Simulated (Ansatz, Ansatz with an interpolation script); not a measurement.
## Na2WO4 (Fd-3m): what limits a Wannier interpolation of GW

Wanted: errors and cost of interpolated bands of Na2WO4 (Fd-3m) under coarser or faulty settings.

Program: Ansatz 0.2.0. Level of theory: maximally localised Wannier functions, PBEsol, plane waves, PAW; PAW set soft_1. Results are calculated unless marked as measured.

Most raw output is cut from this account.

## (1) Starting point

The structure is cubic, space group Fd-3m (No. 227). The conventional cell has a = 9.130 Å, b = 9.130 Å, c = 9.130 Å, α = 90.00°, β = 90.00°, γ = 90.00°. Nearest to Na lie 6 O at 2.40 Å. Nearest to W lie 4 O at 1.78 Å. O has 1 W at 1.78 Å and 3 Na at 2.40 Å nearest. Farther neighbours and most contacts between anions are not listed.

The cell and positions come from the Crystallography Open Database and are kept as given unless a step says otherwise. Spin-orbit coupling is left out unless a step names it.

## (2) Wannier model on 8×8×8

input.yaml reads:

```yaml
crystal:
  lattice:
    - [0.0, 4.56487, 4.56487]
    - [4.56487, 0.0, 4.56487]
    - [4.56487, 4.56487, 0.0]
  atoms:
    - { symbol: Na, position: [0.625, 0.625, 0.625] }
    - { symbol: Na, position: [0.125, 0.625, 0.625] }
    - { symbol: Na, position: [0.625, 0.625, 0.125] }
    - { symbol: Na, position: [0.625, 0.125, 0.625] }
    - { symbol: W, position: [0.0, 0.0, 0.0] }
    - { symbol: W, position: [0.25, 0.25, 0.25] }
    - { symbol: O, position: [0.887246, 0.887246, 0.887246] }
    - { symbol: O, position: [0.911738, 0.362754, 0.362754] }
    - { symbol: O, position: [0.887246, 0.887246, 0.338262] }
    - { symbol: O, position: [0.362754, 0.911738, 0.362754] }
    - { symbol: O, position: [0.338262, 0.887246, 0.887246] }
    - { symbol: O, position: [0.362754, 0.362754, 0.362754] }
    - { symbol: O, position: [0.887246, 0.338262, 0.887246] }
    - { symbol: O, position: [0.362754, 0.362754, 0.911738] }
kpoints:
  mp_grid: { grid: [4, 4, 4] }
hamiltonian:
  xc: pbesol
  pseudopotentials: { kind: paw, azcp: { folder: soft_1 }, xc_functional: pbe }
scf:
  occupations: { method: fixed }
  n_extra_bands: 101
output:
  wannier:
    kmesh: [8, 8, 8]
    projections: [{ species: O, l: p, shell: 2 }, { species: W, l: d, shell: 5 }]
    minimise: true
    write_hr: true
    seedname: w
    conv_tol: 1.0e-06
    max_iter: 20000
    stability_check: false
    disentanglement:
      window: [0.27, 13.26]
      frozen_window: [0.27, 9.66]
      conv_tol: 1.0e-08
```

The run is started by

```sh
$ ansatz run input.yaml --threads 2 --pin off --max-ram 92160MiB --backend cuda --events-out ev --progress --plain --runs-dir out --devices 1 --max-vram 13GiB
```

The job ended after 41 s (1 × NVIDIA H100 80GB HBM3 (shared by 6 runs) with 2 threads of AMD EPYC 7R13 (Zen 3), shared host; peak memory 2.7 GiB).

The run ended with an error after its SCF cycle had converged; no result of it is taken.

## (3) Wannier model on 8×8×8

Localised functions give a small Hamiltonian that interpolates between mesh points at no cost.

input.yaml: that of step 2 with these lines changed.

```diff
@@ -31,3 +31,7 @@
     kmesh: [8, 8, 8]
-    projections: [{ species: O, l: p, shell: 2 }, { species: W, l: d, shell: 5 }]
+    projections:
+      - { species: Na, l: s, shell: 3 }
+      - { species: O, l: p, shell: 2 }
+      - { species: W, l: s, shell: 6 }
+      - { species: W, l: d, shell: 5 }
     minimise: true
@@ -39,4 +43,4 @@
     disentanglement:
-      window: [0.27, 13.26]
-      frozen_window: [0.27, 9.66]
+      window: [0.27, 20.3]
+      frozen_window: [0.27, 12.76]
       conv_tol: 1.0e-08
```

It took 49 s on 1 × NVIDIA H100 80GB HBM3 (shared by 6 runs) with 2 threads; peak memory 2.9 GiB.

This step gave:

- gauge-invariant spread: 54.62 Å²
- diagonal spread: 0.02745 Å²
- off-diagonal spread: 6.532 Å²
- total spread: 61.18 Å²
- least projectability: 0.3049
- localisation steps: 82
- disentanglement steps: 512
- r.m.s. interpolation error: 0.001702 eV
- r.m.s. error near the gap: 0.002094 eV

Near the gap the model misses directly solved bands by 2.1 meV r.m.s. and by 41 meV at most in the window tested. This tests the starting bands, not the corrections carried with them.

Frozen up to 8.56 eV; above it the model need not follow the bands. Electronic bands along the path, in eV, zero at the valence-band top:

```tsv
point	band 53	band 54	band 55	band 56	band 57	band 58	band 59	band 60
Γ	-0.13	0.00	0.00	0.00	4.96	5.32	5.32	5.46
halfway	-0.24	-0.10	-0.08	-0.08	5.28	5.42	5.45	5.58
X	-0.29	-0.29	-0.10	-0.10	5.32	5.32	5.64	5.64
halfway	-0.29	-0.28	-0.14	-0.11	5.33	5.33	5.61	5.63
U	-0.29	-0.25	-0.20	-0.13	5.35	5.35	5.53	5.61
jump to K	-0.29	-0.25	-0.20	-0.13	5.35	5.35	5.53	5.61
halfway	-0.21	-0.09	-0.09	-0.09	5.34	5.39	5.50	5.51
Γ	-0.13	0.00	0.00	0.00	4.96	5.32	5.32	5.46
halfway	-0.19	-0.06	-0.06	-0.05	5.35	5.35	5.51	5.51
L	-0.18	-0.14	-0.14	-0.11	5.38	5.38	5.56	5.56
halfway	-0.24	-0.20	-0.19	-0.16	5.36	5.43	5.46	5.58
W	-0.23	-0.23	-0.23	-0.23	5.35	5.35	5.56	5.56
halfway	-0.28	-0.28	-0.15	-0.15	5.33	5.33	5.60	5.60
X	-0.29	-0.29	-0.10	-0.10	5.32	5.32	5.64	5.64
```

The same for Kohn-Sham, solved directly:

```tsv
point	band 53	band 54	band 55	band 56	band 57	band 58	band 59	band 60
Γ	-0.13	0.00	0.00	0.00	4.96	5.32	5.32	5.46
X	-0.29	-0.29	-0.10	-0.10	5.32	5.32	5.64	5.64
U	-0.29	-0.25	-0.20	-0.13	5.35	5.35	5.53	5.61
K	-0.29	-0.25	-0.20	-0.13	5.35	5.35	5.53	5.61
Γ	-0.13	0.00	0.00	0.00	4.96	5.32	5.32	5.46
L	-0.18	-0.14	-0.14	-0.11	5.38	5.38	5.56	5.56
W	-0.23	-0.23	-0.23	-0.23	5.35	5.35	5.56	5.56
X	-0.29	-0.29	-0.10	-0.10	5.32	5.32	5.64	5.64
```

## (4) Wannier model on 4×4×4

input.yaml: that of step 3 with these lines changed.

```diff
@@ -30,3 +30,3 @@
   wannier:
-    kmesh: [8, 8, 8]
+    kmesh: [4, 4, 4]
     projections:
```

Wall time 13 s (1 × NVIDIA H100 80GB HBM3 (shared by 6 runs) with 2 threads); peak memory 1.2 GiB; 13 s of CPU time.

Numbers from this step:

```yaml
gauge_invariant_spread: 50.73 Å²
diagonal_spread: 0.01985 Å²
off_diagonal_spread: 6.093 Å²
total_spread: 56.84 Å²
least_projectability: 0.3805
localisation_steps: 34
disentanglement_steps: 147
r_m_s_interpolation_error: 0.007614 eV
r_m_s_error_near_the_gap: 0.009356 eV
```

Near the gap the model misses directly solved bands by 9.4 meV r.m.s. and by 236 meV at most in the window tested. This tests the starting bands, not the corrections carried with them.

Frozen up to 8.56 eV; above it the model need not follow the bands. Electronic bands along the path, in eV, zero at the valence-band top; v1 is the highest filled band, c1 the lowest empty one:

```tsv
point	v4	v3	v2	v1	c1	c2	c3	c4
Γ	-0.13	0.00	0.00	0.00	4.96	5.32	5.32	5.46
halfway	-0.24	-0.10	-0.08	-0.08	5.28	5.42	5.45	5.58
X	-0.29	-0.29	-0.10	-0.10	5.32	5.32	5.64	5.64
halfway	-0.29	-0.28	-0.14	-0.11	5.33	5.33	5.61	5.63
U	-0.29	-0.25	-0.20	-0.13	5.35	5.35	5.53	5.61
jump to K	-0.29	-0.25	-0.20	-0.13	5.35	5.35	5.53	5.61
halfway	-0.21	-0.09	-0.09	-0.09	5.34	5.39	5.50	5.51
Γ	-0.13	0.00	0.00	0.00	4.96	5.32	5.32	5.46
halfway	-0.19	-0.06	-0.06	-0.05	5.35	5.35	5.51	5.51
L	-0.18	-0.14	-0.14	-0.11	5.38	5.38	5.56	5.56
halfway	-0.24	-0.20	-0.19	-0.16	5.36	5.43	5.46	5.58
W	-0.23	-0.23	-0.23	-0.23	5.35	5.35	5.56	5.56
halfway	-0.28	-0.28	-0.15	-0.15	5.33	5.33	5.60	5.60
X	-0.29	-0.29	-0.10	-0.10	5.32	5.32	5.64	5.64
```

The same for Kohn-Sham, solved directly:

```tsv
point	v4	v3	v2	v1	c1	c2	c3	c4
Γ	-0.13	0.00	0.00	0.00	4.96	5.32	5.32	5.46
X	-0.29	-0.29	-0.10	-0.10	5.32	5.32	5.64	5.64
U	-0.29	-0.25	-0.20	-0.13	5.35	5.35	5.53	5.61
K	-0.29	-0.25	-0.20	-0.13	5.35	5.35	5.53	5.61
Γ	-0.13	0.00	0.00	0.00	4.96	5.32	5.32	5.46
L	-0.18	-0.14	-0.14	-0.11	5.38	5.38	5.56	5.56
W	-0.23	-0.23	-0.23	-0.23	5.35	5.35	5.56	5.56
X	-0.29	-0.29	-0.10	-0.10	5.32	5.32	5.64	5.64
```

## (5) A faulty Wannier input

input.yaml: that of step 4 with these lines changed.

```diff
@@ -43,4 +43,4 @@
     disentanglement:
-      window: [0.27, 20.3]
-      frozen_window: [0.27, 12.76]
+      window: [0.27, 9.16]
+      frozen_window: [0.27, 8.96]
       conv_tol: 1.0e-08
```

The job ended after 6 s (1 × NVIDIA H100 80GB HBM3 (shared by 6 runs) with 2 threads; peak memory 1.2 GiB).

The self-consistent loop converged; the step after it was not made. The program's words: output.wannier: at mesh point 0 (counted from 0) output.wannier.disentanglement.window holds 24 states for 40 functions, beside 0 of inner shells that are left out. Raise the window's top, and output.wannier.disentanglement.top_band where it is typed. No Wannier file is written

The fault put into this input: an outer window with too few states.

## (6) G0W0: 4×4×4 mesh, 793 empty bands, screening to 150 eV, PAW set soft_1 files

G0W0 replaces the xc potential by the self-energy, built once from these orbitals. Only a window of levels is corrected, while the sums run over the empty bands that the input names.

This step: G0W0 on PBEsol, plane waves, PAW; PAW set soft_1.

input.yaml, the sections that differ from step 5:

```yaml
scf:
  occupations: { method: fixed }
gw:
  n_empty_bands: 793
  ecut_chi: 150.0
  qp_bands: [v24, c12]
  screening: { model: contour_deformation }
# crystal, kpoints, hamiltonian: as in step 5
# output: removed
```

Elapsed: 1.7 min, on 1 × NVIDIA H100 80GB HBM3 (shared by 6 runs) with 2 threads; peak memory 2.3 GiB.

The G0W0 gap on the mesh is 7.104 eV.

## (7) G0W0: 2×2×2 mesh, 793 empty bands, screening to 150 eV, PAW set soft_1 files

input.yaml: that of step 6 with these lines changed.

```diff
@@ -21,3 +21,3 @@
 kpoints:
-  mp_grid: { grid: [4, 4, 4] }
+  mp_grid: { grid: [2, 2, 2] }
 hamiltonian:
```

Elapsed: 17 s, on 1 × NVIDIA H100 80GB HBM3 (shared by 6 runs) with 2 threads; peak memory 1.6 GiB; 22 s of CPU time.

The G0W0 gap on the mesh is 7.127 eV.

## (8) G0W0: 4×4×4 mesh, 368 empty bands, screening to 90 eV, PAW set soft_1 files

input.yaml: that of step 7 with these lines changed.

```diff
@@ -21,3 +21,3 @@
 kpoints:
-  mp_grid: { grid: [2, 2, 2] }
+  mp_grid: { grid: [4, 4, 4] }
 hamiltonian:
@@ -28,4 +28,4 @@
 gw:
-  n_empty_bands: 793
-  ecut_chi: 150.0
+  n_empty_bands: 368
+  ecut_chi: 90
   qp_bands: [v24, c12]
```

The job ended after 32 s (1 × NVIDIA H100 80GB HBM3 (shared by 6 runs) with 2 threads; peak memory 1.5 GiB).

The G0W0 gap on the mesh is 6.930 eV.

## (9) G0W0: 4×4×4 mesh, 793 empty bands, screening to 150 eV, plasmon pole, PAW set soft_1 files

input.yaml: that of step 8 with these lines changed.

```diff
@@ -28,5 +28,5 @@
 gw:
-  n_empty_bands: 368
-  ecut_chi: 90
+  n_empty_bands: 793
+  ecut_chi: 150.0
   qp_bands: [v24, c12]
-  screening: { model: contour_deformation }
+  screening: { model: godby_needs }
```

It took 5.8 min on 1 × NVIDIA H100 80GB HBM3 (shared by 6 runs) with 2 threads; peak memory 6.2 GiB.

The G0W0 gap on the mesh is 7.077 eV.

## (10) Interpolated results

Times are wall times on 1 × NVIDIA H100 80GB HBM3 (shared by 6 runs) with 2 threads of AMD EPYC 7R13 (Zen 3), shared host, good to a factor of about two.

```tsv
GW mesh	empty bands	cutoff (eV)	frequency	gap on mesh (eV)	gap over zone (eV)	direct gap (eV)	valence width (eV)	GW time
4×4×4	793	150	contour deformation	7.104	7.104	7.104	3.862	1.7 min
2×2×2	793	150	contour deformation	7.127	7.128	7.128	3.840	17 s
4×4×4	368	90	contour deformation	6.930	6.930	6.930	3.912	32 s
4×4×4	793	150	plasmon pole	7.077	7.077	7.077	4.073	5.8 min
```

## (11) Outcome

* 4×4×4 mesh, 793 empty bands, screening to 150 eV, PAW set soft_1 files: 7.10 eV
* 2×2×2 mesh, 793 empty bands, screening to 150 eV, PAW set soft_1 files: 7.13 eV
* 4×4×4 mesh, 368 empty bands, screening to 90 eV, PAW set soft_1 files: 6.93 eV
* 4×4×4 mesh, 793 empty bands, screening to 150 eV, plasmon pole, PAW set soft_1 files: 7.08 eV

In words: The largest change, −0.17 eV in the gap over the zone, comes with 4×4×4 mesh, 368 empty bands, screening to 90 eV, PAW set soft_1 files. The first run is a reference, not a converged one, and where a row moves several settings no single cause can be named. Rows on another GW mesh add that mesh's corrections to the bands of the one model. With 2×2×2 mesh, 793 empty bands, screening to 150 eV, PAW set soft_1 files the gap over the zone moves by +0.02 eV and that on the mesh by +0.02 eV. With 4×4×4 mesh, 368 empty bands, screening to 90 eV, PAW set soft_1 files the gap over the zone moves by −0.17 eV and that on the mesh by −0.17 eV. With 4×4×4 mesh, 793 empty bands, screening to 150 eV, plasmon pole, PAW set soft_1 files the gap over the zone moves by −0.03 eV and that on the mesh by −0.03 eV. Gaps over the zone and on the mesh differ where an edge lies off the mesh, or where a GW run starts from another density: the starting gap over the zone is 4.965 eV, on the GW meshes it is 4.965 eV and 4.964 eV. The many-body steps are scalar-relativistic: spin-orbit coupling is not in them.

[Paths, hosts, dates, memory and timing lines, banners, echoed tables and standing remarks are left out of the program output.]

[Logs are printed without paths, hosts, clocks, repeated set-up lines and the standing remarks that a program may print on its own settings, such as how far it seeks lower states.]

[Runs of the session that timed out or met a known fault of the program may be left out.]

[Hosts, paths, dates, database ids (printed as entryN), source tags and the programs' standing remarks are cut or masked in the printed files.]
